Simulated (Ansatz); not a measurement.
**Pb_Ga in GaN (F-43m): charge-transition levels and formation energies**

Charge states of Pb_Ga in GaN (F-43m), set against the band edges. Model: a cell of 54 host atoms with 1 Ga taken out and 1 Pb put in.

Program: Ansatz 0.2.0. Level of theory: place-levels on r2SCAN runs: charge-transition levels and formation energies with image-charge correction and potential alignment at the atomic sites; PAW set soft_1. Results are calculated unless marked as measured.

## 1. The starting structure

The cell holds 54 atoms: 26 Ga, 27 N and 1 Pb. Cell: a = 9.542 Å, b = 9.542 Å, c = 9.542 Å, α = 60.0°, β = 60.0°, γ = 60.0°. It derives from GaN (space group F-43m). Nearest the centre at fractional (0.333, 0.667, 0.667): Pb35 at 0.00 Å, N30 at 1.95 Å, N18 at 1.95 Å, N34 at 1.95 Å, N36 at 1.95 Å, Ga33 at 3.18 Å, Ga17 at 3.18 Å, Ga29 at 3.18 Å.

As a file:

```xyz
54
Lattice="0.0000 6.7473 6.7473 6.7473 0.0000 6.7473 6.7473 6.7473 0.0000" Properties=species:S:1:pos:R:3 pbc="T T T"
Ga    0.0000    0.0000    0.0000
N     1.1245    1.1245    1.1245
Ga    2.2491    2.2491    0.0000
N     3.3736    3.3736    1.1245
Ga    4.4982    4.4982    0.0000
N     5.6227    5.6227    1.1245
Ga    2.2491    0.0000    2.2491
N     3.3736    1.1245    3.3736
Ga    4.4982    2.2491    2.2491
N     5.6227    3.3736    3.3736
Ga    6.7473    4.4982    2.2491
N     7.8718    5.6227    3.3736
Ga    4.4982    0.0000    4.4982
N     5.6227    1.1245    5.6227
Ga    6.7473    2.2491    4.4982
N     7.8718    3.3736    5.6227
Ga    8.9964    4.4982    4.4982
N    10.1209    5.6227    5.6227
Ga    0.0000    2.2491    2.2491
N     1.1245    3.3736    3.3736
Ga    2.2491    4.4982    2.2491
N     3.3736    5.6227    3.3736
Ga    4.4982    6.7473    2.2491
N     5.6227    7.8718    3.3736
Ga    2.2491    2.2491    4.4982
N     3.3736    3.3736    5.6227
Ga    4.4982    4.4982    4.4982
N     5.6227    5.6227    5.6227
Ga    6.7473    6.7473    4.4982
N     7.8718    7.8718    5.6227
Ga    4.4982    2.2491    6.7473
N     5.6227    3.3736    7.8718
Ga    6.7473    4.4982    6.7473
N     7.8718    5.6227    7.8718
Pb    8.9964    6.7473    6.7473
N    10.1209    7.8718    7.8718
Ga    0.0000    4.4982    4.4982
N     1.1245    5.6227    5.6227
Ga    2.2491    6.7473    4.4982
N     3.3736    7.8718    5.6227
Ga    4.4982    8.9964    4.4982
N     5.6227   10.1209    5.6227
Ga    2.2491    4.4982    6.7473
N     3.3736    5.6227    7.8718
Ga    4.4982    6.7473    6.7473
N     5.6227    7.8718    7.8718
Ga    6.7473    8.9964    6.7473
N     7.8718   10.1209    7.8718
Ga    4.4982    4.4982    8.9964
N     5.6227    5.6227   10.1209
Ga    6.7473    6.7473    8.9964
N     7.8718    7.8718   10.1209
Ga    8.9964    8.9964    8.9964
N    10.1209   10.1209   10.1209
```

Screening for the image-charge correction: ε∞ = 6.00, ε0 = 10.56, computed on the host (DFPT, PBEsol, on the r2SCAN cell), and a cell off the functional's own equilibrium shifts the ionic part.

The cell's shortest repeat is 9.5 Å.

## 2. Charge states

A transition level is the Fermi level at which two charge states cost the same, so each charge needs its own total energy, at its own relaxed structure.

Random displacements of about 0.05 Å break the site symmetry at the start, so that the relaxation can reach a distorted minimum if there is one. Forces are taken on a 2×2×2 shifted mesh. The cell holds 1 electron more than the neutral one, with a uniform background that keeps it neutral on the whole.

The sampling was tested on the host first: at the k-points planned (1x1x1 shifted 0.25 0.25 0.25) its energy lies 0.067 eV an atom from the dense-mesh value, so the final energies take a denser sampling.

One state's input; the others differ in charge, spin, start and seed, and in occupations where the table says so.

Contents of qm1.relax/input.yaml:

```yaml
crystal:
  lattice:
    - [0.0, 6.74729083, 6.74729083]
    - [6.74729083, 0.0, 6.74729083]
    - [6.74729083, 6.74729083, 0.0]
  atoms:
    - { symbol: Ga, position: [0.0, 0.0, 0.0] }
    - { symbol: "N", position: [0.08333333, 0.08333333, 0.08333333] }
    - { symbol: Ga, position: [0.0, 0.0, 0.33333333] }
    - { symbol: "N", position: [0.08333333, 0.08333333, 0.41666667] }
    - { symbol: Ga, position: [0.0, 0.0, 0.66666667] }
    - { symbol: "N", position: [0.08333333, 0.08333333, 0.75] }
    - { symbol: Ga, position: [0.0, 0.33333333, 0.0] }
    - { symbol: "N", position: [0.08333333, 0.41666667, 0.08333333] }
    - { symbol: Ga, position: [0.0, 0.33333333, 0.33333333] }
    - { symbol: "N", position: [0.08333333, 0.41666667, 0.41666667] }
    - { symbol: Ga, position: [0.0, 0.33333333, 0.66666667] }
    - { symbol: "N", position: [0.08333333, 0.41666667, 0.75] }
    - { symbol: Ga, position: [0.0, 0.66666667, 0.0] }
    - { symbol: "N", position: [0.08333333, 0.75, 0.08333333] }
    - { symbol: Ga, position: [0.0, 0.66666667, 0.33333333] }
    - { symbol: "N", position: [0.08333333, 0.75, 0.41666667] }
    - { symbol: Ga, position: [0.0, 0.66666667, 0.66666667] }
    - { symbol: "N", position: [0.08333333, 0.75, 0.75] }
    - { symbol: Ga, position: [0.33333333, 0.0, 0.0] }
    - { symbol: "N", position: [0.41666667, 0.08333333, 0.08333333] }
    - { symbol: Ga, position: [0.33333333, 0.0, 0.33333333] }
    - { symbol: "N", position: [0.41666667, 0.08333333, 0.41666667] }
    - { symbol: Ga, position: [0.33333333, 0.0, 0.66666667] }
    - { symbol: "N", position: [0.41666667, 0.08333333, 0.75] }
    - { symbol: Ga, position: [0.33333333, 0.33333333, 0.0] }
    - { symbol: "N", position: [0.41666667, 0.41666667, 0.08333333] }
    - { symbol: Ga, position: [0.33333333, 0.33333333, 0.33333333] }
    - { symbol: "N", position: [0.41666667, 0.41666667, 0.41666667] }
    - { symbol: Ga, position: [0.33333333, 0.33333333, 0.66666667] }
    - { symbol: "N", position: [0.41666667, 0.41666667, 0.75] }
    - { symbol: Ga, position: [0.33333333, 0.66666667, 0.0] }
    - { symbol: "N", position: [0.41666667, 0.75, 0.08333333] }
    - { symbol: Ga, position: [0.33333333, 0.66666667, 0.33333333] }
    - { symbol: "N", position: [0.41666667, 0.75, 0.41666667] }
    - { symbol: Pb, position: [0.33333333, 0.66666667, 0.66666667] }
    - { symbol: "N", position: [0.41666667, 0.75, 0.75] }
    - { symbol: Ga, position: [0.66666667, 0.0, 0.0] }
    - { symbol: "N", position: [0.75, 0.08333333, 0.08333333] }
    - { symbol: Ga, position: [0.66666667, 0.0, 0.33333333] }
    - { symbol: "N", position: [0.75, 0.08333333, 0.41666667] }
    - { symbol: Ga, position: [0.66666667, 0.0, 0.66666667] }
    - { symbol: "N", position: [0.75, 0.08333333, 0.75] }
    - { symbol: Ga, position: [0.66666667, 0.33333333, 0.0] }
    - { symbol: "N", position: [0.75, 0.41666667, 0.08333333] }
    - { symbol: Ga, position: [0.66666667, 0.33333333, 0.33333333] }
    - { symbol: "N", position: [0.75, 0.41666667, 0.41666667] }
    - { symbol: Ga, position: [0.66666667, 0.33333333, 0.66666667] }
    - { symbol: "N", position: [0.75, 0.41666667, 0.75] }
    - { symbol: Ga, position: [0.66666667, 0.66666667, 0.0] }
    - { symbol: "N", position: [0.75, 0.75, 0.08333333] }
    - { symbol: Ga, position: [0.66666667, 0.66666667, 0.33333333] }
    - { symbol: "N", position: [0.75, 0.75, 0.41666667] }
    - { symbol: Ga, position: [0.66666667, 0.66666667, 0.66666667] }
    - { symbol: "N", position: [0.75, 0.75, 0.75] }
  host:
    repeats: [3, 3, 3]
    atoms:
      - { symbol: Ga, position: [0.0, 0.0, 0.0] }
      - { symbol: "N", position: [0.25, 0.25, 0.25] }
total_charge: -1
basis:
  ecutwfc: 500
  xc_grid: 2
hamiltonian:
  xc: r2scan
  pseudopotentials: { kind: paw, azcp: { folder: soft_1 } }
kpoints:
  mp_grid: { grid: [2, 2, 2], shift: [0.5, 0.5, 0.5] }
scf:
  occupations: { method: fixed }
  max_iter: 100
output:
  forces: true
  charged_corrections:
    epsilon: 6.0
    static_epsilon: 10.56
    defect_position: [0.333333, 0.666667, 0.666667]
relax:
  f_tol: 0.02
  max_steps: 80
  random_displacement: { amplitude: 0.05, seed: 2916 }
checkpoint:
  write: "../qm1.relax.run"
  compress: false
  write_wavefunctions: true
  write_every: 100000
```

Run with:

```bash
$ ansatz run input.yaml --threads 4 --pin off --max-ram 15073MiB --backend cpu --events-out ev --progress --plain --runs-dir out
```

The run of this state that the levels use, under r2SCAN:

Contents of qm1.point/input.yaml:

```yaml
crystal:
  checkpoint: "../qm1.relax.run"
  host: checkpoint
total_charge: -1
basis:
  ecutwfc: 500
  xc_grid: 2
hamiltonian:
  xc: r2scan
  pseudopotentials: { kind: paw, azcp: { folder: soft_1 } }
kpoints:
  mp_grid: { grid: [2, 2, 2], shift: [0.5, 0.5, 0.5] }
scf:
  occupations: { method: fixed }
  max_iter: 100
output:
  forces: true
  eigenvalues: true
  charged_corrections:
    epsilon: 6.0
    static_epsilon: 10.56
    defect_position: [0.333333, 0.666667, 0.666667]
  eigenstates: { localisation: true }
  populations: true
  band_densities: [{ bands: [v1, v1] }, { bands: [c1, c1] }]
  write_density: true
  write_potential: true
  volumetric_format: npy
  elf: true
checkpoint:
  read: "../qm1.relax.run"
  write: "../qm1.point.run"
  compress: false
  write_wavefunctions: false
  write_every: 100000
```

Relaxations under r2SCAN at a 2×2×2 shifted mesh; times on 4 threads of Arm Neoverse V1, shared host:

| charge | moment (μB) | occupations | outcome | steps | largest displacement against the far atoms (Å) | time |
| --- | --- | --- | --- | --- | --- | --- |
| −1 | 0 | fixed | converged | 6 | 0.33 | 6.2 min |
| 0 | 1 | fixed | converged | 5 | 0.26 | 13 min |
| +1 | 0 | fixed | converged | 5 | 0.18 | 5.3 min |
| +1 | 2 | fixed | converged | 6 | 0.29 | 16 min |
| −1 | 2 | fixed | converged | 7 | 0.31 | 16 min |

Single points under r2SCAN at a 2×2×2 shifted mesh; times on 4 threads of Arm Neoverse V1, shared host:

| charge | moment (μB) | occupations | outcome | time |
| --- | --- | --- | --- | --- |
| −1 | 0 | fixed | converged | 59 s |
| 0 | 1 | fixed | converged | 2 min |
| +1 | 0 | fixed | converged | 58 s |
| +1 | 2 | fixed | converged | 2.1 min |
| −1 | 2 | fixed | converged | 2 min |

Distances (Å) from Pb35 to the nearest atoms after relaxation with r2SCAN:

| charge | moment (μB) | 1. | 2. | 3. | 4. | 5. | 6. |
| --- | --- | --- | --- | --- | --- | --- | --- |
| −1 | 0 | N 2.27 | N 2.27 | N 2.27 | N 2.27 | Ga 3.22 | Ga 3.22 |
| −1 | 2 | N 2.23 | N 2.23 | N 2.23 | N 2.23 | Ga 3.20 | Ga 3.20 |
| 0 | 1 | N 2.20 | N 2.20 | N 2.20 | N 2.21 | Ga 3.22 | Ga 3.22 |
| +1 | 0 | N 2.12 | N 2.12 | N 2.12 | N 2.12 | Ga 3.23 | Ga 3.24 |
| +1 | 2 | N 2.20 | N 2.22 | N 2.22 | N 2.23 | Ga 3.22 | Ga 3.22 |

(Part 1 of 2 ends here.)

[Logs are printed without paths, hosts, clocks, repeated set-up lines and the standing remarks that a program may print on its own settings, such as how far it seeks lower states.]

[Hosts, paths, dates, database ids (printed as entryN), source tags and the programs' standing remarks are cut or masked in the printed files.]

[Where a table of states has a column of steps, it counts the stored structures, which are thinned; the runs took as many ionic steps or more.]

[A defect's name tells the site on which it was built; relaxed atoms can leave that site.]

[For some hosts the program warned that the k-mesh of the response run may be too coarse for force constants and the static dielectric constant; such warnings are not shown here.]
